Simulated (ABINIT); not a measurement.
# MgSnS3 (Pm-3m): zone-centre phonons, part 4 of 4

Which modes does MgSnS3 (Pm-3m) have at the zone centre?

ABINIT 10.8.3; DFT LDA, scalar-relativistic, plane waves, HGH norm-conserving pseudopotentials.

So far. Step 6 (Zone-centre response): The acoustic modes at Γ come out as far as 2.4 cm⁻¹ from zero, where they should vanish, a small numerical error. The lowest optical mode is imaginary, 194i cm⁻¹, an instability at this level and on this k mesh. Step 7 (Modes with the sum rule): The rule moves no optical mode by more than 0.1 cm⁻¹. The relaxed cell has a = 4.891 Å (conventional setting).

The structure was built from a prototype and need not be the compound's stable phase.

## Step 8: Sum rules set otherwise (asr 0)

Without the rule the raw error of the acoustic modes shows.

File anaddb.abi:

```
ddb_filepath "gamma_DDB"
output_file "anaddb.abo"
outdata_prefix "anaddb"
asr 0
chneut 0
enunit 2
eivec 1
nph1l 1
qph1l 0.0 0.0 0.0 1.0
```

File mrgddb.in:

```
gamma_DDB
merged
2
dfpt_gammao_DDB
gso_DDB
```

Launch:

```bash
> mrgddb < mrgddb.in > mrgddb.log
> OMP_NUM_THREADS=1 anaddb anaddb.abi > anaddb.log
```

anaddb.abo, the main output file:

```text
-outvars_anaddb: echo values of input variables ----------------------

 Miscellaneous information :
      enunit         2
       eivec         1
      chneut         0
 First list of wavevector (reduced coord.) :
       nph1l         1
       qph1l
                     0.00000000E+00  0.00000000E+00  0.00000000E+00    1.000E+00

================================================================================

 read the DDB information and perform some checks

  ==== Info on the Cryst% object ====
 Real(R)+Recip(G) space primitive vectors, cartesian coordinates (Bohr,Bohr^-1):
 R(1)=  9.2420203  0.0000000  0.0000000  G(1)=  0.1082015  0.0000000  0.0000000
 R(2)=  0.0000000  9.2420203  0.0000000  G(2)=  0.0000000  0.1082015  0.0000000
 R(3)=  0.0000000  0.0000000  9.2420203  G(3)=  0.0000000  0.0000000  0.1082015
 Unit cell volume ucvol=  7.8940660E+02 bohr^3
 Angles (23,13,12)=  9.00000000E+01  9.00000000E+01  9.00000000E+01 degrees
 Time-reversal symmetry is present
 Reduced atomic positions [iatom, xred, symbol]:
    1)    0.0000000  0.0000000  0.0000000  Mg
    2)    0.5000000  0.5000000  0.5000000  Sn
    3)    0.5000000  0.5000000  0.0000000   S
    4)    0.5000000  0.0000000  0.5000000   S
    5)    0.0000000  0.5000000  0.5000000   S

 DDB file with 3 blocks has been read.

================================================================================

 Treat the first list of vectors

  Phonon wavevector (reduced coordinates) :  0.00000  0.00000  0.00000
 Phonon energies in Hartree :
  -8.847957E-04 -8.847957E-04 -8.847957E-04 -7.652848E-04 -7.652848E-04
  -7.652848E-04 -1.695642E-04 -1.695642E-04 -1.695642E-04  1.108742E-05
   1.108742E-05  1.108742E-05  1.665482E-03  1.665482E-03  1.665482E-03
 Phonon energies in meV     :
- -2.407652E+01 -2.407652E+01 -2.407652E+01 -2.082446E+01 -2.082446E+01
- -2.082446E+01 -4.614077E+00 -4.614077E+00 -4.614077E+00  3.017040E-01
-  3.017040E-01  3.017041E-01  4.532007E+01  4.532007E+01  4.532007E+01
 Phonon frequencies in cm-1    :
- -1.941902E+02 -1.941902E+02 -1.941902E+02 -1.679606E+02 -1.679606E+02
- -1.679606E+02 -3.721504E+01 -3.721504E+01 -3.721504E+01  2.433407E+00
-  2.433407E+00  2.433407E+00  3.655310E+02  3.655310E+02  3.655310E+02
 Phonon frequencies in Thz     :
- -5.821676E+00 -5.821676E+00 -5.821676E+00 -5.035332E+00 -5.035332E+00
- -5.035332E+00 -1.115679E+00 -1.115679E+00 -1.115679E+00  7.295171E-02
-  7.295171E-02  7.295172E-02  1.095834E+01  1.095834E+01  1.095834E+01
 Phonon energies in Kelvin  :
- -2.793964E+02 -2.793964E+02 -2.793964E+02 -2.416578E+02 -2.416578E+02
- -2.416578E+02 -5.354414E+01 -5.354414E+01 -5.354414E+01  3.501130E+00
-  3.501130E+00  3.501130E+00  5.259176E+02  5.259176E+02  5.259176E+02

 Eigendisplacements
 (will be given, for each mode : in cartesian coordinates
   for each atom the real part of the displacement vector,
   then the imaginary part of the displacement vector - absolute values smaller than 1.0d-7 are set to zero)
  Mode number    1   Energy   -8.847957E-04
 Attention : low frequency mode.
   (Could be unstable or acoustic mode)
-  1  0.00000000E+00  0.00000000E+00 -3.73001966E-03
-     0.00000000E+00  0.00000000E+00  0.00000000E+00
-  2  0.00000000E+00  0.00000000E+00 -2.42707352E-04
-     0.00000000E+00  0.00000000E+00  0.00000000E+00
-  3  0.00000000E+00  0.00000000E+00  1.70074591E-04
-     0.00000000E+00  0.00000000E+00  0.00000000E+00
-  4  0.00000000E+00  0.00000000E+00  1.77696262E-03
-     0.00000000E+00  0.00000000E+00  0.00000000E+00
-  5  0.00000000E+00  0.00000000E+00  1.77696262E-03
-     0.00000000E+00  0.00000000E+00  0.00000000E+00
  Mode number    2   Energy   -8.847957E-04
 Attention : low frequency mode.
   (Could be unstable or acoustic mode)
-  1  0.00000000E+00  3.73001966E-03  0.00000000E+00
-     0.00000000E+00  0.00000000E+00  0.00000000E+00
-  2  0.00000000E+00  2.42707352E-04  0.00000000E+00
-     0.00000000E+00  0.00000000E+00  0.00000000E+00
-  3  0.00000000E+00 -1.77696262E-03  0.00000000E+00
-     0.00000000E+00  0.00000000E+00  0.00000000E+00
-  4  0.00000000E+00 -1.70074591E-04  0.00000000E+00
-     0.00000000E+00  0.00000000E+00  0.00000000E+00
-  5  0.00000000E+00 -1.77696262E-03  0.00000000E+00
-     0.00000000E+00  0.00000000E+00  0.00000000E+00
  Mode number    3   Energy   -8.847957E-04
 Attention : low frequency mode.
   (Could be unstable or acoustic mode)
-  1  3.73001966E-03  0.00000000E+00  0.00000000E+00
-     0.00000000E+00  0.00000000E+00  0.00000000E+00
-  2  2.42707352E-04  0.00000000E+00  0.00000000E+00
-     0.00000000E+00  0.00000000E+00  0.00000000E+00
-  3 -1.77696262E-03  0.00000000E+00  0.00000000E+00
-     0.00000000E+00  0.00000000E+00  0.00000000E+00
-  4 -1.77696262E-03  0.00000000E+00  0.00000000E+00
-     0.00000000E+00  0.00000000E+00  0.00000000E+00
-  5 -1.70074591E-04  0.00000000E+00  0.00000000E+00
-     0.00000000E+00  0.00000000E+00  0.00000000E+00
  Mode number    4   Energy   -7.652848E-04
 Attention : low frequency mode.
   (Could be unstable or acoustic mode)
-  1  0.00000000E+00  0.00000000E+00  0.00000000E+00
-     0.00000000E+00  0.00000000E+00  0.00000000E+00
-  2  0.00000000E+00  0.00000000E+00  0.00000000E+00
-     0.00000000E+00  0.00000000E+00  0.00000000E+00
-  3  0.00000000E+00  0.00000000E+00  0.00000000E+00
-     0.00000000E+00  0.00000000E+00  0.00000000E+00
-  4  0.00000000E+00  0.00000000E+00 -2.92470830E-03
-     0.00000000E+00  0.00000000E+00  0.00000000E+00
-  5  0.00000000E+00  0.00000000E+00  2.92470830E-03
-     0.00000000E+00  0.00000000E+00  0.00000000E+00
  Mode number    5   Energy   -7.652848E-04
 Attention : low frequency mode.
   (Could be unstable or acoustic mode)
-  1  0.00000000E+00  0.00000000E+00  0.00000000E+00
-     0.00000000E+00  0.00000000E+00  0.00000000E+00
-  2  0.00000000E+00  0.00000000E+00  0.00000000E+00
-     0.00000000E+00  0.00000000E+00  0.00000000E+00
-  3  0.00000000E+00  2.92470830E-03  0.00000000E+00
-     0.00000000E+00  0.00000000E+00  0.00000000E+00
-  4  0.00000000E+00  0.00000000E+00  0.00000000E+00
-     0.00000000E+00  0.00000000E+00  0.00000000E+00
-  5  0.00000000E+00 -2.92470830E-03  0.00000000E+00
-     0.00000000E+00  0.00000000E+00  0.00000000E+00
  Mode number    6   Energy   -7.652848E-04
 Attention : low frequency mode.
   (Could be unstable or acoustic mode)
-  1  0.00000000E+00  0.00000000E+00  0.00000000E+00
-     0.00000000E+00  0.00000000E+00  0.00000000E+00
-  2  0.00000000E+00  0.00000000E+00  0.00000000E+00
-     0.00000000E+00  0.00000000E+00  0.00000000E+00
-  3  2.92470830E-03  0.00000000E+00  0.00000000E+00
-     0.00000000E+00  0.00000000E+00  0.00000000E+00
-  4 -2.92470830E-03  0.00000000E+00  0.00000000E+00
-     0.00000000E+00  0.00000000E+00  0.00000000E+00
-  5  0.00000000E+00  0.00000000E+00  0.00000000E+00
-     0.00000000E+00  0.00000000E+00  0.00000000E+00
  Mode number    7   Energy   -1.695642E-04
 Attention : low frequency mode.
   (Could be unstable or acoustic mode)
-  1  0.00000000E+00  0.00000000E+00 -2.51435086E-03
-     0.00000000E+00  0.00000000E+00  0.00000000E+00
-  2  0.00000000E+00  0.00000000E+00  1.31197902E-03
-     0.00000000E+00  0.00000000E+00  0.00000000E+00
-  3  0.00000000E+00  0.00000000E+00  4.72910342E-04
-     0.00000000E+00  0.00000000E+00  0.00000000E+00
-  4  0.00000000E+00  0.00000000E+00 -1.69116064E-03
-     0.00000000E+00  0.00000000E+00  0.00000000E+00
-  5  0.00000000E+00  0.00000000E+00 -1.69116064E-03
-     0.00000000E+00  0.00000000E+00  0.00000000E+00
  Mode number    8   Energy   -1.695642E-04
 Attention : low frequency mode.
   (Could be unstable or acoustic mode)
-  1  0.00000000E+00 -2.51435086E-03  0.00000000E+00
-     0.00000000E+00  0.00000000E+00  0.00000000E+00
-  2  0.00000000E+00  1.31197902E-03  0.00000000E+00
-     0.00000000E+00  0.00000000E+00  0.00000000E+00
-  3  0.00000000E+00 -1.69116064E-03  0.00000000E+00
-     0.00000000E+00  0.00000000E+00  0.00000000E+00
-  4  0.00000000E+00  4.72910342E-04  0.00000000E+00
-     0.00000000E+00  0.00000000E+00  0.00000000E+00
-  5  0.00000000E+00 -1.69116064E-03  0.00000000E+00
-     0.00000000E+00  0.00000000E+00  0.00000000E+00
  Mode number    9   Energy   -1.695642E-04
 Attention : low frequency mode.
   (Could be unstable or acoustic mode)
-  1  2.51435086E-03  0.00000000E+00  0.00000000E+00
-     0.00000000E+00  0.00000000E+00  0.00000000E+00
-  2 -1.31197902E-03  0.00000000E+00  0.00000000E+00
-     0.00000000E+00  0.00000000E+00  0.00000000E+00
-  3  1.69116064E-03  0.00000000E+00  0.00000000E+00
-     0.00000000E+00  0.00000000E+00  0.00000000E+00
-  4  1.69116064E-03  0.00000000E+00  0.00000000E+00
-     0.00000000E+00  0.00000000E+00  0.00000000E+00
-  5 -4.72910342E-04  0.00000000E+00  0.00000000E+00
-     0.00000000E+00  0.00000000E+00  0.00000000E+00
  Mode number   10   Energy    1.108742E-05
-  1  0.00000000E+00  0.00000000E+00  1.52309235E-03
-     0.00000000E+00  0.00000000E+00  0.00000000E+00
-  2  0.00000000E+00  0.00000000E+00  1.50947671E-03
-     0.00000000E+00  0.00000000E+00  0.00000000E+00
-  3  0.00000000E+00  0.00000000E+00  1.51261793E-03
-     0.00000000E+00  0.00000000E+00  0.00000000E+00
-  4  0.00000000E+00  0.00000000E+00  1.52090156E-03
-     0.00000000E+00  0.00000000E+00  0.00000000E+00
-  5  0.00000000E+00  0.00000000E+00  1.52090156E-03
-     0.00000000E+00  0.00000000E+00  0.00000000E+00
  Mode number   11   Energy    1.108742E-05
-  1  0.00000000E+00  1.52309235E-03  0.00000000E+00
-     0.00000000E+00  0.00000000E+00  0.00000000E+00
-  2  0.00000000E+00  1.50947671E-03  0.00000000E+00
-     0.00000000E+00  0.00000000E+00  0.00000000E+00
-  3  0.00000000E+00  1.52090156E-03  0.00000000E+00
-     0.00000000E+00  0.00000000E+00  0.00000000E+00
-  4  0.00000000E+00  1.51261793E-03  0.00000000E+00
-     0.00000000E+00  0.00000000E+00  0.00000000E+00
-  5  0.00000000E+00  1.52090156E-03  0.00000000E+00
-     0.00000000E+00  0.00000000E+00  0.00000000E+00
  Mode number   12   Energy    1.108742E-05
-  1  1.52309235E-03  0.00000000E+00  0.00000000E+00
-     0.00000000E+00  0.00000000E+00  0.00000000E+00
-  2  1.50947671E-03  0.00000000E+00  0.00000000E+00
-     0.00000000E+00  0.00000000E+00  0.00000000E+00
-  3  1.52090156E-03  0.00000000E+00  0.00000000E+00
-     0.00000000E+00  0.00000000E+00  0.00000000E+00
-  4  1.52090156E-03  0.00000000E+00  0.00000000E+00
-     0.00000000E+00  0.00000000E+00  0.00000000E+00
-  5  1.51261793E-03  0.00000000E+00  0.00000000E+00
-     0.00000000E+00  0.00000000E+00  0.00000000E+00
  Mode number   13   Energy    1.665482E-03
-  1  0.00000000E+00  0.00000000E+00  1.25870983E-04
-     0.00000000E+00  0.00000000E+00  0.00000000E+00
-  2  0.00000000E+00  0.00000000E+00  7.49974100E-04
-     0.00000000E+00  0.00000000E+00  0.00000000E+00
-  3  0.00000000E+00  0.00000000E+00 -3.81670731E-03
-     0.00000000E+00  0.00000000E+00  0.00000000E+00
-  4  0.00000000E+00  0.00000000E+00  4.72394571E-04
-     0.00000000E+00  0.00000000E+00  0.00000000E+00
-  5  0.00000000E+00  0.00000000E+00  4.72394571E-04
-     0.00000000E+00  0.00000000E+00  0.00000000E+00
  Mode number   14   Energy    1.665482E-03
-  1  0.00000000E+00 -1.25870983E-04  0.00000000E+00
-     0.00000000E+00  0.00000000E+00  0.00000000E+00
-  2  0.00000000E+00 -7.49974100E-04  0.00000000E+00
-     0.00000000E+00  0.00000000E+00  0.00000000E+00
-  3  0.00000000E+00 -4.72394570E-04  0.00000000E+00
-     0.00000000E+00  0.00000000E+00  0.00000000E+00
-  4  0.00000000E+00  3.81670731E-03  0.00000000E+00
-     0.00000000E+00  0.00000000E+00  0.00000000E+00
-  5  0.00000000E+00 -4.72394570E-04  0.00000000E+00
-     0.00000000E+00  0.00000000E+00  0.00000000E+00
  Mode number   15   Energy    1.665482E-03
-  1  1.25870983E-04  0.00000000E+00  0.00000000E+00
-     0.00000000E+00  0.00000000E+00  0.00000000E+00
-  2  7.49974100E-04  0.00000000E+00  0.00000000E+00
-     0.00000000E+00  0.00000000E+00  0.00000000E+00
-  3  4.72394570E-04  0.00000000E+00  0.00000000E+00
-     0.00000000E+00  0.00000000E+00  0.00000000E+00
-  4  4.72394570E-04  0.00000000E+00  0.00000000E+00
-     0.00000000E+00  0.00000000E+00  0.00000000E+00
-  5 -3.81670731E-03  0.00000000E+00  0.00000000E+00
-     0.00000000E+00  0.00000000E+00  0.00000000E+00

 Analysis of degeneracies and characters (maximum tolerance=1.00E-06 a.u.)
 For each vibration mode, or group of modes if degenerate,
 the characters are given for each symmetry operation (see the list in the log file).
 Symmetry characters of vibration mode #   1
       degenerate with vibration modes #   2 to    3
  3.0 -3.0 -1.0  1.0 -1.0  1.0 -1.0  1.0  1.0 -1.0 -1.0  1.0  1.0 -1.0 -1.0  1.0
  0.0 -0.0 -0.0  0.0  0.0 -0.0 -0.0  0.0  1.0 -1.0 -1.0  1.0 -1.0  1.0  1.0 -1.0
  0.0 -0.0  0.0 -0.0 -0.0  0.0 -0.0  0.0  1.0 -1.0  1.0 -1.0 -1.0  1.0 -1.0  1.0
 Symmetry characters of vibration mode #   4
       degenerate with vibration modes #   5 to    6
  3.0 -3.0 -1.0  1.0 -1.0  1.0 -1.0  1.0 -1.0  1.0  1.0 -1.0 -1.0  1.0  1.0 -1.0
 -0.0  0.0  0.0 -0.0 -0.0  0.0  0.0 -0.0 -1.0  1.0  1.0 -1.0  1.0 -1.0 -1.0  1.0
 -0.0  0.0 -0.0  0.0  0.0 -0.0  0.0 -0.0 -1.0  1.0 -1.0  1.0  1.0 -1.0  1.0 -1.0
 Symmetry characters of vibration mode #   7
       degenerate with vibration modes #   8 to    9
  3.0 -3.0 -1.0  1.0 -1.0  1.0 -1.0  1.0  1.0 -1.0 -1.0  1.0  1.0 -1.0 -1.0  1.0
  0.0 -0.0  0.0 -0.0 -0.0  0.0 -0.0  0.0  1.0 -1.0 -1.0  1.0 -1.0  1.0  1.0 -1.0
  0.0 -0.0 -0.0  0.0 -0.0  0.0  0.0 -0.0  1.0 -1.0  1.0 -1.0 -1.0  1.0 -1.0  1.0
 Symmetry characters of vibration mode #  10
       degenerate with vibration modes #  11 to   12
  3.0 -3.0 -1.0  1.0 -1.0  1.0 -1.0  1.0  1.0 -1.0 -1.0  1.0  1.0 -1.0 -1.0  1.0
 -0.0  0.0 -0.0  0.0  0.0 -0.0  0.0 -0.0  1.0 -1.0 -1.0  1.0 -1.0  1.0  1.0 -1.0
 -0.0  0.0  0.0 -0.0  0.0 -0.0 -0.0  0.0  1.0 -1.0  1.0 -1.0 -1.0  1.0 -1.0  1.0
 Symmetry characters of vibration mode #  13
       degenerate with vibration modes #  14 to   15
  3.0 -3.0 -1.0  1.0 -1.0  1.0 -1.0  1.0  1.0 -1.0 -1.0  1.0  1.0 -1.0 -1.0  1.0
 -0.0  0.0 -0.0  0.0  0.0 -0.0  0.0 -0.0  1.0 -1.0 -1.0  1.0 -1.0  1.0  1.0 -1.0
 -0.0  0.0  0.0 -0.0  0.0 -0.0 -0.0  0.0  1.0 -1.0  1.0 -1.0 -1.0  1.0 -1.0  1.0
-
```

Wall time 0.51 s (1 thread of Arm Neoverse V1, shared host).

Zone-centre frequencies as printed; negative means imaginary. Modes:

```tsv
mode	frequency (cm⁻¹)
1	-194.2
2	-194.2
3	-194.2
4	-168
5	-168
6	-168
7	-37.22
8	-37.22
9	-37.22
10	2.43
11	2.43
12	2.43
13	365.5
14	365.5
15	365.5
```

## Step 9: Results

- space group after relaxation: Pm-3m
- volume per atom: 23.4 Å³
- highest optical zone-centre mode (no LO-TO term): 365.5 cm⁻¹
- lowest optical zone-centre mode: -194.2 cm⁻¹
- imaginary optical modes at the zone centre (no q mesh in this session): yes

At the LDA level the optical modes of MgSnS3 (Pm-3m) at the zone centre run from 194i to 366 cm⁻¹, so the structure is a saddle point, with 9 modes beyond 10i cm⁻¹ there. These are harmonic frequencies: anharmonic shifts and widths and the lattice's thermal expansion are left out. The Fermi-Dirac smearing of 0.01 Ha is an electronic temperature of 3158 K, which adds a pressure of its own and can shift the volume and soft modes. The HGH files keep few electrons and have no core correction, which is cheap but rough for Mg and Sn. In a metal the frequencies hang on the k mesh and the smearing, most of all near Kohn anomalies. The structure is a hypothetical one, built on a prototype.

[Host names and launcher messages were left out of these logs when they were recorded.]

[Logs are printed without paths, hosts, clocks, repeated set-up lines and the standing remarks that a program may print on its own settings, such as how far it seeks lower states.]

[Hosts, paths, dates, database ids (printed as entryN), source tags and the programs' standing remarks are cut or masked in the printed files.]
